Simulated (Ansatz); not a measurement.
# CO2 (Pa-3): the gap up the ladder of methods

What gap does each level of theory give for CO2 (Pa-3), and in what time?

Program: Ansatz 0.2.0. Level of theory: density functionals, hybrids and G0W0, plane waves, PAW. Results are calculated unless marked as measured.

### 1. The starting structure

It takes space group Pa-3 (No. 205, cubic). Conventional cell: a = 5.497 Å, b = 5.497 Å, c = 5.497 Å, α = 90.00°, β = 90.00°, γ = 90.00°. C has 2 O at 1.17 Å nearest. Nearest to O lie 1 C at 1.17 Å. Farther neighbours and most contacts between anions are not listed.

The cell and positions are those that the Materials Project relaxed with its own functionals (PBE, PBE+U or r2SCAN), kept fixed. At the settings of the band run the largest force is still 0.11 eV/Å.

The logs state that the PAW files were generated under PBE.

### 2. LDA on the 4×4×4 mesh

This step: DFT, LDA, plane waves, PAW; PAW set soft_1.

The input, input.yaml:

```yaml
crystal:
  lattice:
    - [5.49707328, 0.0, 0.0]
    - [0.0, 5.49707328, 0.0]
    - [0.0, 0.0, 5.49707328]
  atoms:
    - { symbol: C, position: [0.0, 0.0, 0.0] }
    - { symbol: C, position: [0.5, 0.0, 0.5] }
    - { symbol: C, position: [0.5, 0.5, 0.0] }
    - { symbol: C, position: [0.0, 0.5, 0.5] }
    - { symbol: O, position: [0.12253698, 0.12253698, 0.12253698] }
    - { symbol: O, position: [0.37746302, 0.87746302, 0.62253698] }
    - { symbol: O, position: [0.62253698, 0.37746302, 0.87746302] }
    - { symbol: O, position: [0.87746302, 0.62253698, 0.37746302] }
    - { symbol: O, position: [0.87746302, 0.87746302, 0.87746302] }
    - { symbol: O, position: [0.62253698, 0.12253698, 0.37746302] }
    - { symbol: O, position: [0.37746302, 0.62253698, 0.12253698] }
    - { symbol: O, position: [0.12253698, 0.37746302, 0.62253698] }
kpoints:
  mp_grid: { grid: [4, 4, 4] }
  band_path:
    path:
      - [0.0, 0.0, 0.0]
      - [0.0, 0.5, 0.0]
      - [0.5, 0.5, 0.0]
      - [0.5, 0.5, 0.5]
      - [0.5, 0.0, 0.0]
    npoints: 1
hamiltonian:
  xc: lda
  pseudopotentials: { kind: paw, azcp: { folder: soft_1 }, xc_functional: pbe }
scf:
  occupations: { method: fixed }
  n_extra_bands: 8
output:
  eigenvalues: true
  forces: true
  stress: true
```

Command:

```bash
> ansatz run input.yaml --threads 4 --pin off --max-ram 138240MiB --backend cuda --events-out ev --progress --plain --runs-dir out --devices 1 --max-vram 26GiB
```

Numbers of over 12 decimals in the logs are rounded to 6 here.

What it wrote:

```text
scf.n_extra_bands = 8 over 32 filled bands (N_el = 64.0): the run solves 40 bands
GPUs: using 1 of 1 available (devices: 1).
Engine: ansatz 0.2.0, x86_64-unknown-linux-gnu
Pseudopotentials: kind: paw
Pseudopotential: C, paw, valence charge 4, recommended cutoff 420 eV (normal), soft_1/C.paw.azcp
Pseudopotential: O, paw, valence charge 6, recommended cutoff 420 eV (normal), soft_1/O.paw.azcp
Functional definition: SPW92
  exchange = slater_x
  correlation = pw_c
device memory: the entry about to start is reckoned to put 4.0 GiB on a device that reports 73.5 GiB free (of which the cap on the GPU budget leaves the run 26.0 GiB)
GPU FFT provider: cuFFT
GPU libraries: cuBLAS 13.8.2, cuFFT 12.4.0, cuSOLVER 12.3.4
Crystal: 12 atoms, lattice volume = 166.110 Å³
Basis set: ecut = 420 eV, 3239 PW (Γ)
Bands: 40, of which v1, the nominal top of the filled ones, is band 32 counted from 1 (31 counted from 0)
Symmetry: 24 space group operations
Space group: Pa-3 (ITA 205), of the structure as read, at distance tolerance 5.5e-5 Å
k-points: 11 of 64
Non-local potential: C, projectors of the file, l = 0: 2, l = 1: 2, l = 2: 1
Non-local potential: O, projectors of the file, l = 0: 2, l = 1: 2, l = 2: 1
PAW form: soft (Blöchl's): semilocal exchange-correlation on the pseudo side does not see the compensation charge
PAW frozen core: C, regenerated for the run's functional, and the local potential with it (the file was generated under x = pbe(κ = 0.804, μ = 0.219515), c = pbe(β = 0.066725))
PAW frozen core: O, regenerated for the run's functional, and the local potential with it (the file was generated under x = pbe(κ = 0.804, μ = 0.219515), c = pbe(β = 0.066725))
PAW one-centre angular grid: C, 110 points (default); XC on 64 Gauss nodes
PAW one-centre angular grid: O, 110 points (default); XC on 64 Gauss nodes
Initial density: superposition of atomic densities (chi_scale 0.1, normalization cell, long waves kept (reshape's long-wave potential 0.02 eV rms))
Initial wavefunctions: pseudopotential atomic-orbital guess
GPU buffer pool allocated for 64000 grid points (all kernels)
GPU transforms: local potential and band sums: pruned to the plane-wave sphere, on 40×40×40
Functional: x = slater, c = lda
SCF iter   1: F=—  HF=-5411.694499 eV  |F-HF|=—  |Δ(HF+E_count)|=         —  Δρ=9.57e-2  dr2=1.05e1  ethr=3.10e-3  ⟨swp⟩=4.6  Hψ=1714  notcnv=0  defer=46
preconditioner: auto → Resta (q_TF=auto, 2.327 Å⁻¹)  ε∞=3.1  [insulator: Δε(μ)=7.596 eV  Ē_g=15.802 eV  n_scr=32 (ndim 8)  ℏωp=23.0 eV  f_vac=0.064  ε∞_Penn≈3.1]
SCF iter   2: F=—  HF=-5408.712247 eV  |F-HF|=—  |Δ(HF+E_count)|=    2.98e0  Δρ=4.08e-2  dr2=1.41e0  ethr=3.10e-3  ⟨swp⟩=3.0  Hψ=968  notcnv=0  defer=52
SCF iter   3: F=—  HF=-5408.266288 eV  |F-HF|=—  |Δ(HF+E_count)|=   4.46e-1  Δρ=1.57e-2  dr2=3.09e-1  ethr=2.20e-3  ⟨swp⟩=2.0  Hψ=766  notcnv=0  defer=40
SCF iter   4: F=—  HF=-5408.191188 eV  |F-HF|=—  |Δ(HF+E_count)|=   7.51e-2  Δρ=3.65e-3  dr2=1.10e-2  ethr=4.83e-4  ⟨swp⟩=2.0  Hψ=785  notcnv=0  defer=56
SCF iter   5: F=—  HF=-5408.191882 eV  |F-HF|=—  |Δ(HF+E_count)|=   6.93e-4  Δρ=5.54e-4  dr2=5.58e-4  ethr=1.72e-5  ⟨swp⟩=2.7  Hψ=737  notcnv=0  defer=58
SCF iter   6: F=—  HF=-5408.191750 eV  |F-HF|=—  |Δ(HF+E_count)|=   1.32e-4  Δρ=2.59e-4  dr2=7.84e-5  ethr=8.71e-7  ⟨swp⟩=2.0  Hψ=781  notcnv=0  defer=58
SCF iter   7: F=—  HF=-5408.191692 eV  |F-HF|=—  |Δ(HF+E_count)|=   5.80e-5  Δρ=5.45e-5  dr2=3.63e-6  ethr=1.23e-7  ⟨swp⟩=2.3  Hψ=697  notcnv=0  defer=37
SCF iter   8: F=—  HF=-5408.191690 eV  |F-HF|=—  |Δ(HF+E_count)|=   1.31e-6  Δρ=1.14e-5  dr2=1.43e-7  ethr=5.67e-9  ⟨swp⟩=2.4  Hψ=807  notcnv=0  defer=37
SCF iter   9: F=-5408.191690 eV  HF=-5408.191690 eV  |F-HF|=2.47e-9  |Δ(HF+E_count)|=   4.75e-8  Δρ=2.00e-6  dr2=3.79e-9  ethr=1.56e-10  ⟨swp⟩=11.5  Hψ=2177  notcnv=0
SCF 1 converged in 9 iterations: F = -5408.191690 eV  dr2 = 3.79e-9
[...]
concurrent solve slots: 3 of 4 are kept, ahead of what memory takes: no pass of the eigensolver takes more rounds on 3
device memory: the entry about to start is reckoned to put 2.2 GiB on a device that reports 72.9 GiB free (of which the cap on the GPU budget leaves the run 26.0 GiB)
NSCF: frozen V_eff on 5 k-points
SCF converged after 9 iterations
Free energy (F): -5408.191690 eV
Harris-Foulkes:  -5408.191690 eV  (|F-HF|=2.47e-9)
Internal energy: -5408.191690 eV  (E = F + TS)
E sigma→0 (E₀):  -5408.191690 eV
Fermi energy:    -1.965436 eV
--- Per-component energies (eV) ---
  E_band       = -583.662900
  E_kinetic    = 1667.896333
  E_local      = -4594.824893  (includes V_loc(G=0)·N_el)
  E_nonlocal   = 540.612137
  E_hartree    = 1559.947832
  E_xc         = -727.004413
  E_vxc        = -924.952876  (∫ρ·V_xc dr)
  E_paw        = -1586.175833  (= ΣΔE_a)
  E_vpaw       = -392.299450  (= ΣTr[D̂ρ^β])
  E_aug_tail   = 0.006339  (compensation charges beyond the density's cutoff)
  E_ewald      = -2269.675893
  E_core_change = 1.026702  (= ΣΔE_core)
  E_smearing   = -0.000000  (= −TS)
  E_closure    = 0.000000  (closes the sum)
  Σ components = -5408.191690   (vs F -5408.191690, Δ=0.00e0)
--- Forces (eV/Å), atoms counted from 1 ---
  atom   1  C      0.00000000    -0.00000000     0.00000000
  atom   2  C      0.00000000    -0.00000000     0.00000000
  atom   3  C      0.00000000    -0.00000000    -0.00000000
  atom   4  C      0.00000000    -0.00000000     0.00000000
  atom   5  O     -0.35836316    -0.35836316    -0.35836316
  atom   6  O      0.35836316     0.35836316    -0.35836316
  atom   7  O     -0.35836316     0.35836316     0.35836316
  atom   8  O      0.35836316    -0.35836316     0.35836316
  atom   9  O      0.35836316     0.35836316     0.35836316
  atom  10  O     -0.35836316    -0.35836316     0.35836316
  atom  11  O      0.35836316    -0.35836316    -0.35836316
  atom  12  O     -0.35836316     0.35836316    -0.35836316
  max |Σ_I F_I| component: 3.33e-16 eV/Å
--- Stress (GPa, compression-positive) ---
       -3.068783       0.000000       0.000000
        0.000000      -3.068783       0.000000
        0.000000       0.000000      -3.068783
  P = ⅓ Tr σ = -3.0688 GPa (-30.688 kbar)
--- Band table (eV; the first three rows and the last of 11) ---
  k-point 0: bands = [... 28 lower, -2.2018, -2.2018, -1.9654, -1.9654, 4.6108, 5.8707, 5.8707, 5.8707, ... 4 higher]
  k-point 1: bands = [... 28 lower, -2.2382, -2.1486, -2.0878, -1.9850, 5.0257, 5.7996, 5.9660, 6.0016, ... 4 higher]
  k-point 2: bands = [... 28 lower, -2.3227, -2.3227, -2.0505, -2.0505, 5.7895, 5.7895, 6.0233, 6.0233, ... 4 higher]
  k-point 10: bands = [... 28 lower, -2.3446, -2.3446, -2.3446, -2.3446, 5.7928, 5.7928, 5.7928, 5.7928, ... 4 higher]
```

Run time: 5.9 s. Hardware: 1 × NVIDIA H100 80GB HBM3 (shared by 3 runs) with 4 threads of AMD EPYC 7R13 (Zen 3), shared host; peak memory 0.89 GiB; 4 s of CPU time.

This step gave:

```yaml
pressure: -3.069 GPa
gap: 6.576 eV
valence_top_at: Γ
conduction_bottom_at: Γ
least_direct_gap: 6.576 eV
```

Over mesh and listed points the gap is 6.576 eV, direct, at k = Γ.

### 3. PBEsol on the 4×4×4 mesh

This step: DFT, PBEsol, plane waves, PAW; PAW set soft_1.

input.yaml: that of step 2 with these lines changed.

```diff
@@ -29,3 +29,3 @@
 hamiltonian:
-  xc: lda
+  xc: pbesol
   pseudopotentials: { kind: paw, azcp: { folder: soft_1 }, xc_functional: pbe }
@@ -38 +38,5 @@
   stress: true
+  write_density: true
+  write_potential: true
+  elf: true
+  volumetric_format: npy
```

What it wrote:

```text
[...]
GPUs: using 1 of 1 available (devices: 1).
[...]
GPU FFT provider: cuFFT
GPU libraries: cuBLAS 13.8.2, cuFFT 12.4.0, cuSOLVER 12.3.4
Crystal: 12 atoms, lattice volume = 166.110 Å³
Basis set: ecut = 420 eV, 3239 PW (Γ), exchange–correlation on 80×80×80 points (8 copies of the dense FFT grid, shifted against one another)
Bands: 40, of which v1, the nominal top of the filled ones, is band 32 counted from 1 (31 counted from 0)
Symmetry: 24 space group operations
[...]
k-points: 11 of 64
[...]
GPU buffer pool allocated for 64000 grid points (all kernels)
[...]
SCF iter   1: F=—  HF=-5472.117039 eV  |F-HF|=—  |Δ(HF+E_count)|=         —  Δρ=9.52e-2  dr2=1.06e1  ethr=3.10e-3  ⟨swp⟩=4.6  Hψ=1622  notcnv=0  defer=46
[...]
atom   7  O     -0.04661061     0.04661061     0.04661061
  atom   8  O      0.04661061    -0.04661061     0.04661061
  atom   9  O      0.04661061     0.04661061     0.04661061
  atom  10  O     -0.04661061    -0.04661061     0.04661061
  atom  11  O      0.04661061    -0.04661061    -0.04661061
  atom  12  O     -0.04661061     0.04661061    -0.04661061
  max |Σ_I F_I| component: 6.25e-17 eV/Å
--- Stress (GPa, compression-positive) ---
        0.762894       0.000000       0.000000
        0.000000       0.762894       0.000000
        0.000000       0.000000       0.762894
  P = ⅓ Tr σ = 0.7629 GPa (7.629 kbar)
--- Band table (eV; the first three rows and the last of 11) ---
  k-point 0: bands = [... 28 lower, -1.9238, -1.9238, -1.6948, -1.6948, 5.0940, 6.2406, 6.2406, 6.2406, ... 4 higher]
  k-point 1: bands = [... 28 lower, -1.9594, -1.8727, -1.8131, -1.7140, 5.5097, 6.1758, 6.3346, 6.3773, ... 4 higher]
  k-point 2: bands = [... 28 lower, -2.0412, -2.0412, -1.7778, -1.7778, 6.1720, 6.1720, 6.4259, 6.4259, ... 4 higher]
  k-point 10: bands = [... 28 lower, -2.0611, -2.0611, -2.0611, -2.0611, 6.1653, 6.1653, 6.1653, 6.1653, ... 4 higher]
[key lines of the parts left out:]
SCF converged after 8 iterations
Free energy (F): -5469.055093 eV
Fermi energy:    -1.694790 eV
```

It took 3.6 s on 1 × NVIDIA H100 80GB HBM3 (shared by 3 runs) with 4 threads; peak memory 0.92 GiB.

This step gave:

```yaml
pressure: 0.7629 GPa
gap: 6.789 eV
valence_top_at: Γ
conduction_bottom_at: Γ
least_direct_gap: 6.789 eV
```

Over mesh and listed points the gap is 6.789 eV, direct, at k = Γ. PBEsol against LDA: 6.789 − 6.576 = +0.213 eV, with the same mesh, files and cutoff, and both edges at the same k points.

### 4. PBE on the 4×4×4 mesh

Levels along a band path and on the mesh show where this functional puts the band edges.

This step: DFT, PBE, plane waves, PAW; PAW set soft_1.

input.yaml: that of step 3 with these lines changed.

```diff
@@ -22,13 +22,10 @@
     path:
-      - [0.0, 0.0, 0.0]
-      - [0.0, 0.5, 0.0]
-      - [0.5, 0.5, 0.0]
-      - [0.5, 0.5, 0.5]
-      - [0.5, 0.0, 0.0]
-    npoints: 1
+      - [[0.0, 0.0, 0.0], [0.0, 0.5, 0.0], [0.5, 0.5, 0.0], [0.0, 0.0, 0.0], [0.5, 0.5, 0.5], [0.0, 0.5, 0.0]]
+      - [[0.5, 0.5, 0.5], [0.5, 0.5, 0.0], [0.5, 0.0, 0.0]]
+    npoints: 10
 hamiltonian:
-  xc: pbesol
-  pseudopotentials: { kind: paw, azcp: { folder: soft_1 }, xc_functional: pbe }
+  xc: pbe
+  pseudopotentials: { kind: paw, azcp: { folder: soft_1 } }
 scf:
-  occupations: { method: fixed }
+  occupations: { method: fermi_dirac, width: 0.02 }
   n_extra_bands: 8
```

What it wrote:

```text
[...]
GPUs: using 1 of 1 available (devices: 1).
[...]
GPU FFT provider: cuFFT
GPU libraries: cuBLAS 13.8.2, cuFFT 12.4.0, cuSOLVER 12.3.4
Crystal: 12 atoms, lattice volume = 166.110 Å³
Basis set: ecut = 420 eV, 3239 PW (Γ), exchange–correlation on 80×80×80 points (8 copies of the dense FFT grid, shifted against one another)
[...]
k-point 0: bands = [... 28 lower, -1.8779, -1.8779, -1.6524, -1.6524, 5.2190, 6.3074, 6.3074, 6.3074, ... 4 higher]
  k-point 1: bands = [... 28 lower, -1.9135, -1.8278, -1.7692, -1.6714, 5.6338, 6.2465, 6.4002, 6.4432, ... 4 higher]
  k-point 2: bands = [... 28 lower, -1.9943, -1.9943, -1.7345, -1.7345, 6.2461, 6.2461, 6.5004, 6.5004, ... 4 higher]
  k-point 10: bands = [... 28 lower, -2.0138, -2.0138, -2.0138, -2.0138, 6.2346, 6.2346, 6.2346, 6.2346, ... 4 higher]
[key lines of the parts left out:]
SCF converged after 8 iterations
Free energy (F): -5539.526153 eV
Fermi energy:    1.798460 eV
P = ⅓ Tr σ = 2.5148 GPa (25.148 kbar)
```

Wall time 6.1 s (1 × NVIDIA H100 80GB HBM3 (shared by 3 runs) with 4 threads); peak memory 0.97 GiB.

This step gave:

| Item | Value |
| --- | --- |
| pressure | 2.515 GPa |
| gap | 6.871 eV |
| valence top at | Γ |
| conduction bottom at | Γ |
| least direct gap | 6.871 eV |

Over mesh and path the gap is 6.871 eV, direct, at k = Γ. PBE against PBEsol: 6.871 − 6.789 = +0.082 eV, with the same mesh, files and cutoff, and both edges at the same k points.

### 5. r2SCAN on the 4×4×4 mesh

r2SCAN is a meta-GGA: it depends on the kinetic-energy density as well as on the density and its gradient.

This step: DFT, r2SCAN, plane waves, PAW; PAW set soft_1.

input.yaml: that of step 4 with these lines changed.

```diff
@@ -22,10 +22,13 @@
     path:
-      - [[0.0, 0.0, 0.0], [0.0, 0.5, 0.0], [0.5, 0.5, 0.0], [0.0, 0.0, 0.0], [0.5, 0.5, 0.5], [0.0, 0.5, 0.0]]
-      - [[0.5, 0.5, 0.5], [0.5, 0.5, 0.0], [0.5, 0.0, 0.0]]
-    npoints: 10
+      - [0.0, 0.0, 0.0]
+      - [0.0, 0.5, 0.0]
+      - [0.5, 0.5, 0.0]
+      - [0.5, 0.5, 0.5]
+      - [0.5, 0.0, 0.0]
+    npoints: 1
 hamiltonian:
-  xc: pbe
+  xc: r2scan
   pseudopotentials: { kind: paw, azcp: { folder: soft_1 } }
 scf:
-  occupations: { method: fermi_dirac, width: 0.02 }
+  occupations: { method: fixed }
   n_extra_bands: 8
@@ -35,5 +38 @@
   stress: true
-  write_density: true
-  write_potential: true
-  elf: true
-  volumetric_format: npy
```

What it wrote:

```text
[...]
GPUs: using 1 of 1 available (devices: 1).
[...]
GPU FFT provider: cuFFT
GPU libraries: cuBLAS 13.8.2, cuFFT 12.4.0, cuSOLVER 12.3.4
Crystal: 12 atoms, lattice volume = 166.110 Å³
Basis set: ecut = 500 eV, 4169 PW (Γ), exchange–correlation on 180×180×180 points (64 copies of the dense FFT grid, shifted against one another)
[...]
k-point 0: bands = [... 28 lower, -2.3613, -2.3613, -2.1320, -2.1320, 5.3621, 6.5206, 6.5206, 6.5206, ... 4 higher]
  k-point 1: bands = [... 28 lower, -2.3977, -2.3106, -2.2505, -2.1516, 5.7955, 6.4591, 6.6198, 6.6600, ... 4 higher]
  k-point 2: bands = [... 28 lower, -2.4795, -2.4795, -2.2159, -2.2159, 6.4641, 6.4641, 6.7307, 6.7307, ... 4 higher]
  k-point 10: bands = [... 28 lower, -2.4985, -2.4985, -2.4985, -2.4985, 6.4440, 6.4440, 6.4440, 6.4440, ... 4 higher]
[key lines of the parts left out:]
SCF converged after 8 iterations
Free energy (F): -5550.947939 eV
Fermi energy:    -2.131973 eV
P = ⅓ Tr σ = -1.7301 GPa (-17.301 kbar)
```

Run time: 5.8 s. Hardware: 1 × NVIDIA H100 80GB HBM3 (shared by 3 runs) with 4 threads; peak memory 1.1 GiB; 11 s of CPU time.

Numbers from this step:

| Item | Value |
| --- | --- |
| pressure | -1.730 GPa |
| gap | 7.494 eV |
| valence top at | Γ |
| conduction bottom at | Γ |
| least direct gap | 7.494 eV |

Over mesh and listed points the gap is 7.494 eV, direct, at k = Γ. r2SCAN against PBE: 7.494 − 6.871 = +0.623 eV. The runs also differ in plane-wave cutoff (420 eV and 500 eV), so how much of this comes from the functional alone is not known.

### 6. HSE06 on the 4×4×4 mesh

HSE06 mixes in a quarter of exact exchange at short range.

This step: DFT, HSE06, plane waves, PAW; PAW set soft_1.

input.yaml: that of step 5 with these lines changed.

```diff
@@ -29,3 +29,3 @@
 hamiltonian:
-  xc: r2scan
+  xc: hse06
   pseudopotentials: { kind: paw, azcp: { folder: soft_1 } }
@@ -36,3 +36 @@
   eigenvalues: true
-  forces: true
-  stress: true
```

What it wrote:

```text
[...]
GPUs: using 1 of 1 available (devices: 1).
[...]
davidson cushion auto → on  (no smearing: the cushion is to keep the highest requested band from converging to the state above it; pin scf.eigensolver.cushion to override)
[...]
GPU FFT provider: cuFFT
GPU libraries: cuBLAS 13.8.2, cuFFT 12.4.0, cuSOLVER 12.3.4
Crystal: 12 atoms, lattice volume = 166.110 Å³
Basis set: ecut = 420 eV, 3239 PW (Γ)
[...]
Fermi energy:    -2.894138 eV
[...]
--- Band table (eV; the first three rows and the last of 11) ---
  k-point 0: bands = [... 28 lower, -3.1355, -3.1355, -2.8941, -2.8941, 5.7302, 7.0757, 7.0757, 7.0757, ... 4 higher]
  k-point 1: bands = [... 28 lower, -3.1743, -3.0825, -3.0186, -2.9150, 6.1668, 7.0006, 7.1825, 7.2271, ... 4 higher]
  k-point 2: bands = [... 28 lower, -3.2607, -3.2607, -2.9830, -2.9830, 6.9949, 6.9949, 7.2467, 7.2467, ... 4 higher]
  k-point 10: bands = [... 28 lower, -3.2780, -3.2780, -3.2780, -3.2780, 6.9930, 6.9930, 6.9930, 6.9930, ... 4 higher]
[key lines of the parts left out:]
Free energy (F): -5537.041287 eV
```

The job ended after 23 s (1 × NVIDIA H100 80GB HBM3 (shared by 3 runs) with 4 threads; peak memory 1.4 GiB; 47 s of CPU time).

Numbers from this step:

- gap: 8.624 eV
- valence top at: Γ
- conduction bottom at: Γ
- least direct gap: 8.624 eV
- exact-exchange fraction: 0.25

Over mesh and listed points the gap is 8.624 eV, direct, at k = Γ. HSE06 against PBE: 8.624 − 6.871 = +1.753 eV, with the same mesh, files and cutoff, and both edges at the same k points.

### 7. PBE0 on the 4×4×4 mesh

PBE0 mixes in a quarter of exact exchange at all distances.

This step: DFT, PBE0, plane waves, PAW; PAW set soft_1.

input.yaml: that of step 6 with these lines changed.

```diff
@@ -29,3 +29,3 @@
 hamiltonian:
-  xc: hse06
+  xc: pbe0
   pseudopotentials: { kind: paw, azcp: { folder: soft_1 } }
@@ -36 +36,5 @@
   eigenvalues: true
+  write_density: true
+  write_potential: true
+  elf: true
+  volumetric_format: npy
```

What it wrote:

```text
[...]
GPUs: using 1 of 1 available (devices: 1).
[...]
GPU FFT provider: cuFFT
GPU libraries: cuBLAS 13.8.2, cuFFT 12.4.0, cuSOLVER 12.3.4
Crystal: 12 atoms, lattice volume = 166.110 Å³
Basis set: ecut = 420 eV, 3239 PW (Γ)
Bands: 40, of which v1, the nominal top of the filled ones, is band 32 counted from 1 (31 counted from 0)
Symmetry: 24 space group operations
[...]
k-points: 11 of 64
[...]
Fermi energy:    -3.299238 eV
[...]
--- Band table (eV; the first three rows and the last of 11) ---
  k-point 0: bands = [... 28 lower, -3.5429, -3.5429, -3.2992, -3.2992, 6.1090, 7.4667, 7.4667, 7.4667, ... 4 higher]
  k-point 1: bands = [... 28 lower, -3.5817, -3.4892, -3.4247, -3.3202, 6.5470, 7.3905, 7.5740, 7.6188, ... 4 higher]
  k-point 2: bands = [... 28 lower, -3.6686, -3.6686, -3.3888, -3.3888, 7.3843, 7.3843, 7.6344, 7.6344, ... 4 higher]
  k-point 10: bands = [... 28 lower, -3.6863, -3.6863, -3.6863, -3.6863, 7.3834, 7.3834, 7.3834, 7.3834, ... 4 higher]
[key lines of the parts left out:]
Free energy (F): -5537.903427 eV
```

It took 26 s on 1 × NVIDIA H100 80GB HBM3 (shared by 3 runs) with 4 threads; peak memory 1.4 GiB.

Numbers from this step:

```yaml
gap: 9.408 eV
valence_top_at: Γ
conduction_bottom_at: Γ
least_direct_gap: 9.408 eV
exact_exchange_fraction: 0.25
```

Over mesh and listed points the gap is 9.408 eV, direct, at k = Γ. PBE0 against HSE06: 9.408 − 8.624 = +0.784 eV, with the same mesh, files and cutoff, and both edges at the same k points.

[end of part 1 of 2]

[Paths, hosts, dates, memory and timing lines, banners, echoed tables and standing remarks are left out of the program output.]

[Logs are printed without paths, hosts, clocks, repeated set-up lines and the standing remarks that a program may print on its own settings, such as how far it seeks lower states.]

[Runs of the session that timed out or met a known fault of the program may be left out.]

[Cells called generated may have been cut or substituted from an entry of the Crystallography Open Database or the Materials Project.]

[Hosts, paths, dates, database ids (printed as entryN), source tags and the programs' standing remarks are cut or masked in the printed files.]

[Where an RPA ε∞ is given, it is that of the G0W0 mesh and is not shown converged in it. Names of k-points follow the symmetry that the program found, which can be lower than the space group named. Band edges on a path are those of the sampled points; other points can move an edge, and change direct to indirect where valleys lie close.]

[Hybrid gaps are those of their k-mesh and are not shown converged in it.]
